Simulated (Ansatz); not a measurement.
**(5,5) carbon nanotube bundle (80 atoms): support functions against a reference**

Aim: test how closely localised support functions follow the reference on (5,5) carbon nanotube bundle (80 atoms), and at what cost. A setting counts as converged where the r.m.s. difference of forces stays under 1 % of the r.m.s. force.

Program: Ansatz 0.2.0. Level of theory: Kohn-Sham DFT, PBE+D3(BJ), PAW (set soft_2), plane waves. Results are calculated unless marked as measured.

This is a report of a sequence of runs, with most program output left out.

### 1. Starting point

The cell holds 80 atoms: 80 C. Its edges and angles: a = 10.081 Å, b = 10.081 Å, c = 9.721 Å, α = 90.0°, β = 90.0°, γ = 120.0°. It derives from C (graphene). Graphene sheet (a = 2.46 Å) rolled into a (5,5) tube of diameter 6.78 Å, 4 periods, hexagonal bundle with 3.3 Å between walls; minimised with a classical potential (one cell length free).

### 2. Plane-wave single point

This run is the reference for what follows, at a cutoff of 420 eV.

File input.yaml:

```yaml
crystal:
  lattice:
    - [10.08135, 0.0, 0.0]
    - [-5.04067, 8.7307, 0.0]
    - [0.0, 0.0, 9.72051]
  atoms:
    - { symbol: C, position: [0.37024, 0.08051, 0.13115] }
    - { symbol: C, position: [0.38666, 0.15742, 0.00615] }
    - { symbol: C, position: [0.36773, 0.28642, 0.00615] }
    - { symbol: C, position: [0.33426, 0.33344, 0.13115] }
    - { symbol: C, position: [0.22693, 0.3837, 0.13115] }
    - { symbol: C, position: [0.15677, 0.3837, 0.25615] }
    - { symbol: C, position: [0.99918, 0.33344, 0.00615] }
    - { symbol: C, position: [0.91869, 0.28642, 0.13115] }
[... 68 atom lines left out ...]
    - { symbol: C, position: [0.00082, 0.66656, 0.88115] }
    - { symbol: C, position: [0.08131, 0.71358, 0.00615] }
    - { symbol: C, position: [0.22924, 0.84258, 0.00615] }
    - { symbol: C, position: [0.28973, 0.91949, 0.88115] }
kpoints:
  mp_grid: { grid: [2, 2, 2] }
hamiltonian:
  xc: pbe
  dispersion: d3bj
scf:
  occupations: { method: gaussian, width: 0.025 }
output:
  forces: true
  stress: true
  populations: true
  dos:
    method: { smearing: { sigma: 0.08 } }
    de: 0.1
    projected: { site_lists: { C: [C] } }
  eigenvalues: true
  write_density: true
  write_potential: true
  volumetric_format: npy
  elf: true
```

Run with:

```console
> ansatz run input.yaml --threads 4 --pin off --max-ram 8192MiB --backend cpu --events-out ev --progress --plain --runs-dir out
```

Run time: 88 s. Hardware: 4 threads of Arm Neoverse N1, shared host; peak memory 4.2 GiB.

The program notes that the exchange-correlation potential is rough where the density is thin.

Numbers from this run:

```
free energy                : -20070.2700 eV
free energy per atom       : -250.8784 eV/atom
SCF cycles                 : 9
pressure                   : 11.03 GPa
r.m.s. force component     : 0.2098 eV/Å
longest force              : 0.3977 eV/Å
Fermi energy               : 5.206 eV
spilling of the projection : 0.009947
```

The r.m.s. force component of 0.21 eV/Å sets the scale for the differences below.

### 3. Support functions low

The cell is solved in localised support functions. The level low gives here a grid of 48×48×48 points and a radius of 3.44 Å.

This step: Kohn-Sham DFT, PBE+D3(BJ), PAW (set soft_2), localised support functions (low) (Ansatz 0.2.0).

input.yaml, the sections that differ from step 2:

```yaml
scf:
  occupations: { method: gaussian, width: 0.025 }
  eigensolver: { kind: { support_functions: { accuracy: low } } }
  max_iter: 150
output:
  forces: true
  eigenvalues: true
# crystal, kpoints, hamiltonian: as in step 2
```

It took 3 min on 4 threads; peak memory 2.4 GiB.

The program notes that the band table was not solved further than the SCF left it and it switched symmetry off.

Keys that differ from the reference: support_functions.accuracy = "low" and scf.max_iter = 150.

Forces differ from the reference by 0.49 meV/Å r.m.s., 0.24 % of their size, well within a tolerance of 1 %; the energy by -3.7 meV/atom. It took 3 min and 11 cycles; the reference's time can't be set against it, since the two runs asked for unlike analyses.

### 4. Support functions medium

The level medium is asked for. Here it resolves to the same grid and radius as in the run with support functions low, so the basis is not new.

This step: Kohn-Sham DFT, PBE+D3(BJ), PAW (set soft_2), localised support functions (medium) (Ansatz 0.2.0).

input.yaml, the sections that differ from step 3:

```yaml
scf:
  occupations: { method: gaussian, width: 0.025 }
  eigensolver: { kind: { support_functions: { accuracy: medium } } }
  max_iter: 150
# crystal, kpoints, hamiltonian, output: as in step 3
```

The job ended after 3.4 min (4 threads; peak memory 2.5 GiB).

Keys that differ from the reference: support_functions.accuracy = "medium" and scf.max_iter = 150.

Forces differ from the reference by 0.54 meV/Å r.m.s., 0.26 % of their size, well within a tolerance of 1 %; the energy by -3.7 meV/atom. It took 3.4 min and 12 cycles; the reference's time can't be set against it, since the two runs asked for unlike analyses.

### 5. Support functions medium, spacing 0.411 Å

The grid spacing sets how fine a wave the support functions can hold. The typed value is an upper bound: the grid laid has 30×30×24 points, 0.405 Å apart at most.

input.yaml, the sections that differ from step 4:

```yaml
scf:
  occupations: { method: gaussian, width: 0.025 }
  eigensolver: { kind: { support_functions: { accuracy: medium, spacing: 0.411 } } }
  max_iter: 150
# crystal, kpoints, hamiltonian, output: as in step 4
```

It took 2.1 min on 4 threads; peak memory 1.7 GiB; 7.1 min of CPU time.

The program notes that the forces don't sum to zero within tolerance and the grid leaves an egg-box force.

Forces differ from the reference by 762 meV/Å r.m.s., 363 % of their size, far over a tolerance of 1 %; the energy by +384 meV/atom. It took 2.1 min and 12 cycles; the reference's time can't be set against it, since the two runs asked for unlike analyses. The setting is coarser than the default on purpose.

### 6. Support functions medium, spacing 0.343 Å

The grid spacing sets how fine a wave the support functions can hold. The typed value is an upper bound: the grid laid has 30×30×30 points, 0.336 Å apart at most.

input.yaml, the sections that differ from step 5:

```yaml
scf:
  occupations: { method: gaussian, width: 0.025 }
  eigensolver: { kind: { support_functions: { accuracy: medium, spacing: 0.343 } } }
  max_iter: 150
# crystal, kpoints, hamiltonian, output: as in step 5
```

Elapsed: 1.8 min, on 4 threads; peak memory 1.7 GiB; 6.3 min of CPU time.

Forces differ from the reference by 17 meV/Å r.m.s., 8.3 % of their size, far over a tolerance of 1 %; the energy by +6.2 meV/atom. The setting is coarser than the default on purpose.

### 7. Support functions medium, spacing 0.297 Å

The grid spacing sets how fine a wave the support functions can hold. The typed value is an upper bound: the grid laid has 36×36×36 points, 0.280 Å apart at most.

input.yaml, the sections that differ from step 6:

```yaml
scf:
  occupations: { method: gaussian, width: 0.025 }
  eigensolver: { kind: { support_functions: { accuracy: medium, spacing: 0.297 } } }
  max_iter: 150
# crystal, kpoints, hamiltonian, output: as in step 6
```

Run time: 2.1 min. Hardware: 4 threads; peak memory 1.8 GiB; 7.5 min of CPU time.

Forces differ from the reference by 7.7 meV/Å r.m.s., 3.7 % of their size, over a tolerance of 1 %; the energy by -0.70 meV/atom. It took 2.1 min and 12 cycles; the reference's time can't be set against it, since the two runs asked for unlike analyses. The setting is coarser than the default on purpose.

### 8. Support functions medium, spacing 0.263 Å

The grid spacing sets how fine a wave the support functions can hold. The typed value is an upper bound, and the grid laid (48×48×48 points) is that of the run with support functions low.

input.yaml, the sections that differ from step 7:

```yaml
scf:
  occupations: { method: gaussian, width: 0.025 }
  eigensolver: { kind: { support_functions: { accuracy: medium, spacing: 0.263 } } }
  max_iter: 150
# crystal, kpoints, hamiltonian, output: as in step 7
```

The job ended after 3.4 min (4 threads; peak memory 2.5 GiB).

Keys that differ from the reference: support_functions.accuracy = "medium", support_functions.spacing = 0.263 and scf.max_iter = 150.

Forces differ from the reference by 0.51 meV/Å r.m.s., 0.24 % of their size, well within a tolerance of 1 %; the energy by -3.8 meV/atom. It took 3.4 min and 12 cycles; the reference's time can't be set against it, since the two runs asked for unlike analyses.

### 9. Support functions medium, spacing 0.206 Å

The grid spacing sets how fine a wave the support functions can hold. The typed value is an upper bound: the grid laid has 54×54×48 points, 0.203 Å apart at most.

input.yaml, the sections that differ from step 8:

```yaml
scf:
  occupations: { method: gaussian, width: 0.025 }
  eigensolver: { kind: { support_functions: { accuracy: medium, spacing: 0.206 } } }
  max_iter: 150
# crystal, kpoints, hamiltonian, output: as in step 8
```

The job ended after 3.8 min (4 threads; peak memory 2.8 GiB; 14 min of CPU time).

Keys that differ from the reference: support_functions.accuracy = "medium", support_functions.spacing = 0.206 and scf.max_iter = 150.

Forces differ from the reference by 0.55 meV/Å r.m.s., 0.26 % of their size, well within a tolerance of 1 %; the energy by -3.7 meV/atom. It took 3.8 min and 12 cycles; the reference's time can't be set against it, since the two runs asked for unlike analyses.

### 10. What each setting buys

Each row is set against the plane-wave reference (Kohn-Sham DFT, PBE+D3(BJ), PAW (set soft_2), plane waves; r.m.s. force component 0.210 eV/Å). Energies are set beside the reference only for runs with its functional, potentials and electron count. Times are for 4 threads of Arm Neoverse N1, shared host. The reference's time includes the DOS, ELF, the stress and grids, which some other runs skip.

| run | Δ force, r.m.s. (meV/Å) | share of r.m.s. force (%) | Δ energy (meV/atom) | cycles | time | host memory (GiB) |
| --- | --- | --- | --- | --- | --- | --- |
| reference | - | - | - | 9 | 88 s | 4.2 |
| support functions low | 0.495 | 0.236 | -3.70 | 11 | 3 min | 2.4 |
| support functions medium | 0.539 | 0.257 | -3.70 | 12 | 3.4 min | 2.5 |
| support functions medium, spacing 0.411 Å | 762 | 363 | 384 | 12 | 2.1 min | 1.7 |
| support functions medium, spacing 0.343 Å | 17.4 | 8.28 | 6.17 | 12 | 1.8 min | 1.7 |
| support functions medium, spacing 0.297 Å | 7.75 | 3.69 | -0.699 | 12 | 2.1 min | 1.8 |
| support functions medium, spacing 0.263 Å | 0.505 | 0.241 | -3.79 | 12 | 3.4 min | 2.5 |
| support functions medium, spacing 0.206 Å | 0.55 | 0.262 | -3.68 | 12 | 3.8 min | 2.8 |

### 11. What the reference run shows

With the settings judged, the reference run is read for its physics.

Length of the force by element:

| element | coordination | atoms | mean length of the force (eV/Å) | spread | least | most |
| --- | --- | --- | --- | --- | --- | --- |
| C | all | 80 | 0.362 | 0.0275 | 0.319 | 0.398 |

The mean of these charges, 0.040 e, is only the charge that the projection spills.

Löwdin charges by element (they lack the spilled electrons, 0.040 e an atom on average):

| element | coordination | atoms | mean charge (e) | spread | least | most |
| --- | --- | --- | --- | --- | --- | --- |
| C | all | 80 | 0.0398 | 8.0e-4 | 0.039 | 0.0407 |

States in the cell by windows of 1 eV, zero at the Fermi level; the larger projections on atomic orbitals stand beside the total:

| from (eV) | to (eV) | total | C p | C s |
| --- | --- | --- | --- | --- |
| -18 | -17 | 13.4 | 5.0 | 8.1 |
| -17 | -16 | 10.3 | 4.4 | 5.8 |
| -16 | -15 | 17.7 | 8.3 | 9.2 |
| -15 | -14 | 9.3 | 3.9 | 5.3 |
| -14 | -13 | 13.1 | 8.2 | 4.8 |
| -13 | -12 | 12.0 | 8.0 | 3.9 |
| -12 | -11 | 17.5 | 12.0 | 5.4 |
| -11 | -10 | 6.2 | 5.2 | 1.0 |
| -10 | -9 | 23.5 | 19.2 | 4.1 |
| -9 | -8 | 15.3 | 13.2 | 1.9 |
| -8 | -7 | 31.1 | 28.7 | 2.0 |
| -7 | -6 | 32.7 | 31.3 | 1.2 |
| -6 | -5 | 24.7 | 23.9 | 0.7 |
| -5 | -4 | 24.6 | 24.0 | 0.6 |
| -4 | -3 | 17.5 | 17.3 | 0.1 |
| -3 | -2 | 16.1 | 16.0 | 0.1 |
| -2 | -1 | 8.0 | 8.0 | 0.0 |
| -1 | 0 | 3.2 | 3.1 | 0.0 |
| 0 | 1 | 4.6 | 4.5 | 0.0 |
| 1 | 2 | 14.4 | 13.6 | 0.3 |
| 2 | 3 | 17.0 | 15.7 | 0.4 |
| 3 | 4 | 9.9 | 6.8 | 0.2 |
| 4 | 5 | 16.4 | 10.8 | 0.9 |

The curve was stored every 0.10 eV, coarse against its broadening of 0.08 eV, so these counts are rough.

Between -21 and -18 eV lie 24 more states.

The levels nearest the highest filled one (over half full), pooled over k-points and spins:

| level less the highest filled one (eV) | occupation |
| --- | --- |
| -0.184 | 2 |
| -0.184 | 2 |
| -0.152 | 2 |
| -0.152 | 2 |
| 0 | 2 |
| 0 | 2 |
| 1.19 | 0 |
| 1.19 | 0 |
| 1.33 | 0 |
| 1.33 | 0 |
| 1.37 | 0 |
| 1.37 | 0 |

ELF in the cb plane at fractional x = 0.368, with atoms of C within 0.2 Å of it. It is the smooth field of the valence electrons, not physical close to the nuclei.

Values, 13 rows by 16 columns, each cell a mean:
```
0.16 0.60 0.73 0.37 0.16 0.60 0.73 0.37 0.17 0.60 0.73 0.36 0.16 0.60 0.74 0.36
0.28 0.45 0.49 0.37 0.29 0.45 0.49 0.37 0.29 0.45 0.49 0.37 0.29 0.45 0.49 0.37
0.08 0.07 0.06 0.07 0.08 0.07 0.06 0.07 0.08 0.07 0.06 0.07 0.08 0.07 0.06 0.07
0.00 0.00 0.00 0.00 0.00 0.00 0.00 0.00 0.00 0.00 0.00 0.00 0.00 0.00 0.00 0.00
0.00 0.00 0.00 0.00 0.00 0.00 0.00 0.00 0.00 0.00 0.00 0.00 0.00 0.00 0.00 0.00
0.01 0.05 0.08 0.03 0.01 0.05 0.08 0.03 0.01 0.05 0.08 0.03 0.01 0.05 0.08 0.03
0.03 0.33 0.49 0.14 0.03 0.33 0.49 0.14 0.03 0.33 0.49 0.14 0.03 0.33 0.50 0.14
0.20 0.58 0.67 0.39 0.21 0.57 0.66 0.39 0.21 0.57 0.67 0.39 0.21 0.58 0.67 0.39
0.55 0.77 0.52 0.78 0.56 0.77 0.53 0.77 0.57 0.76 0.54 0.77 0.56 0.77 0.53 0.79
0.48 0.53 0.36 0.58 0.48 0.53 0.36 0.58 0.48 0.52 0.36 0.58 0.48 0.53 0.36 0.58
0.56 0.48 0.30 0.59 0.56 0.48 0.31 0.59 0.57 0.48 0.31 0.59 0.57 0.48 0.30 0.59
0.55 0.74 0.44 0.78 0.56 0.73 0.45 0.78 0.56 0.73 0.45 0.78 0.56 0.74 0.44 0.79
0.19 0.61 0.68 0.40 0.19 0.60 0.68 0.40 0.20 0.60 0.68 0.40 0.19 0.61 0.68 0.40
```
Columns run along c (9.7 Å), rows up along b (10.1 Å). Atoms in or near the plane, at fractional coordinates: C at (0.13, 0.08), C at (0.01, 0.16), C at (0.01, 0.29), C at (0.38, 0.08), C at (0.26, 0.16), C at (0.26, 0.29), C at (0.63, 0.08), C at (0.51, 0.16), C at (0.51, 0.29), C at (0.88, 0.08), C at (0.76, 0.16), C at (0.76, 0.29).

Valence density in the cb plane at fractional x = 0.368, with atoms of C within 0.2 Å of it. It is the smooth field of the valence electrons, not physical close to the nuclei.

Ten even steps from '0' (0.0 e/Å³) to '9' (2.0 e/Å³), each cell a mean:
```
012442001343100134310024421
011221001222100122210012211
000110000111000011100001100
000000000000000000000000000
000000000000000000000000000
000000000000000000000000000
000000000000000000000000000
000000000000000000000000000
000000000000000000000000000
000000000000000000000000000
000000000000000000000000000
000000000000000000000000000
000100000010000001000000000
001221001222100122100012210
124553212465312356421235542
568887667888766788875688886
998668999767999976799986689
974225896323699522379842248
962113895111488411259731126
973224896322588522369842247
997668999767999866799986689
679998668999866899976799997
236985223797422489632258963
014762101475200257410136631
```
Columns run along c (9.7 Å), rows up along b (10.1 Å). Atoms in or near the plane, at fractional coordinates: C at (0.13, 0.08), C at (0.01, 0.16), C at (0.01, 0.29), C at (0.38, 0.08), C at (0.26, 0.16), C at (0.26, 0.29), C at (0.63, 0.08), C at (0.51, 0.16), C at (0.51, 0.29), C at (0.88, 0.08), C at (0.76, 0.16), C at (0.76, 0.29).

Löwdin charges run from +0.04 to +0.04 e, about a mean that is the spilled charge alone.

### 12. Structure statistics

Bonds and neighbours are counted at the geometry of the runs.

Density 1.86 g/cm³, 10.69 Å³ an atom.

Pair distribution function in bins of 0.1 Å:

| r (Å) | total |
| --- | --- |
| 1.35 | 0.00 |
| 1.45 | 12.60 |
| 1.55 | 0.00 |
| 1.65 | 0.00 |
| 1.75 | 0.00 |
| 1.85 | 0.00 |
| 1.95 | 0.00 |
| 2.05 | 0.00 |
| 2.15 | 0.00 |
| 2.25 | 0.00 |
| 2.35 | 0.00 |
| 2.45 | 8.68 |
| 2.55 | 0.00 |
| 2.65 | 0.00 |
| 2.75 | 1.13 |
| 2.85 | 2.13 |
| 2.95 | 0.00 |
| 3.05 | 0.00 |
| 3.15 | 0.00 |
| 3.25 | 0.00 |
| 3.35 | 0.00 |
| 3.45 | 0.28 |
| 3.55 | 1.60 |
| 3.65 | 1.52 |
| 3.75 | 1.71 |
| 3.85 | 0.23 |
| 3.95 | 1.29 |
| 4.05 | 0.61 |
| 4.15 | 0.20 |
| 4.25 | 2.28 |
| 4.35 | 0.18 |
| 4.45 | 1.38 |
| 4.55 | 0.00 |
| 4.65 | 2.34 |
| 4.75 | 0.30 |
| 4.85 | 1.15 |
| 4.95 | 1.66 |
| 5.05 | 2.20 |
| 5.15 | 0.26 |
| 5.25 | 0.37 |
| 5.35 | 0.36 |
| 5.45 | 0.35 |
| 5.55 | 1.65 |
| 5.65 | 1.82 |

Bonds by pair of elements; cutoffs follow the first minimum of g(r), held within bounds set by covalent radii, and pairs that aren't listed don't count as bonded:

| pair A-B | cutoff (Å) | bonds | mean length (Å) | spread (Å) | shortest (Å) | B about A | A about B |
| --- | --- | --- | --- | --- | --- | --- | --- |
| C-C | 1.82 | 120 | 1.41 | 0 | 1.41 | 3 | 3 |

How many atoms have how many bonded neighbours:

| element | mean | 3 |
| --- | --- | --- |
| C | 3 | 80 |

Rings of the network by King's shortest-path rule, up to 12 atoms, one path for each pair of neighbours; H, halogens, alkali and alkaline-earth atoms are left out, and the last column divides by all other atoms, bonded or not:

| ring size (atoms) | rings | per network atom |
| --- | --- | --- |
| 6 | 40 | 0.5 |

The first peak of g(r) lies near 1.43 Å. Counting bonds as in the table, all C atoms have 3 bonded neighbours. All rings counted have 6 atoms.

The surroundings of C4, which bears the longest force, nearest first, numbered as they follow in the input and with coordinates relative to it.

| atom | x | y | z | distance (Å) | bonds | Löwdin charge (e) | Fx | Fy | Fz (eV/Å) |
| --- | --- | --- | --- | --- | --- | --- | --- | --- | --- |
| C4 | 0.00 | 0.00 | 0.00 | 0.00 | 3 | 0.04 | 0.12 | 0.38 | 0.00 |
| C3 | 0.57 | -0.41 | -1.22 | 1.41 | 3 | 0.04 | 0.31 | 0.21 | 0.00 |
| C23 | 0.57 | -0.41 | 1.22 | 1.41 | 3 | 0.04 | 0.31 | 0.21 | 0.00 |
| C5 | -1.34 | 0.44 | 0.00 | 1.41 | 3 | 0.04 | 0.10 | 0.33 | 0.00 |
| C6 | -2.04 | 0.44 | 1.22 | 2.42 | 3 | 0.04 | -0.10 | 0.33 | 0.00 |
| C66 | -2.04 | 0.44 | -1.22 | 2.42 | 3 | 0.04 | -0.10 | 0.33 | 0.00 |
| C2 | 1.42 | -1.54 | -1.22 | 2.42 | 3 | 0.04 | 0.27 | 0.17 | 0.00 |
| C22 | 1.42 | -1.54 | 1.22 | 2.42 | 3 | 0.04 | 0.27 | 0.17 | 0.00 |
| C24 | 0.00 | 0.00 | 2.43 | 2.43 | 3 | 0.04 | 0.12 | 0.38 | 0.00 |
| C64 | 0.00 | 0.00 | -2.43 | 2.43 | 3 | 0.04 | 0.12 | 0.38 | 0.00 |

The column of bonds counts only the pairs C-C within 1.82 Å; other neighbours, such as metal atoms beside each other in a compound, aren't counted, and periodic images can show an atom twice.

### 13. Summary of results

- free energy per atom: -250.8784 eV/atom
- density: 1.865 g/cm³
- pressure: 11.03 GPa
- r.m.s. force component: 0.2098 eV/Å
- wall time of the 8 DFT runs: 21 min

In words: Against plane waves at 420 eV, the forces differ by 0.54 meV/Å (0.26 %) with support functions medium. At 80 atoms the fastest of the runs at a preset level, support functions low, takes roughly 2.1 times the time of plane waves (whose run also made extra analyses, so the like-for-like ratio is larger), in 11 SCF cycles against 9. Differences between support functions and plane waves include what basis error the plane-wave run still has. As the typed spacing goes from 0.206 to 0.411 Å, the force difference goes from 0.55 to 762 meV/Å (not steadily; the least is 0.51 at 0.263 Å), while the time lies between 1.8 min and 3.8 min.

No gap is quoted: a carbon tube of such indices can be metallic, and the k-points needn't hold the crossing of its bands. Counting bonds as in the table, all C atoms have 3 bonded neighbours.

**Limits.** The geometry was minimised with a classical potential and isn't relaxed at this level: its force components are 0.21 eV/Å r.m.s. The stress is far from hydrostatic: its diagonal is 8.3, 8.5, 16.3 GPa, compression counted positive. The pressure of 11 GPa means that a free cell would grow at this level.

[Logs are printed without paths, hosts, clocks, repeated set-up lines and the standing remarks that a program may print on its own settings, such as how far it seeks lower states.]

[Hosts, paths, dates, database ids (printed as entryN), source tags and the programs' standing remarks are cut or masked in the printed files.]
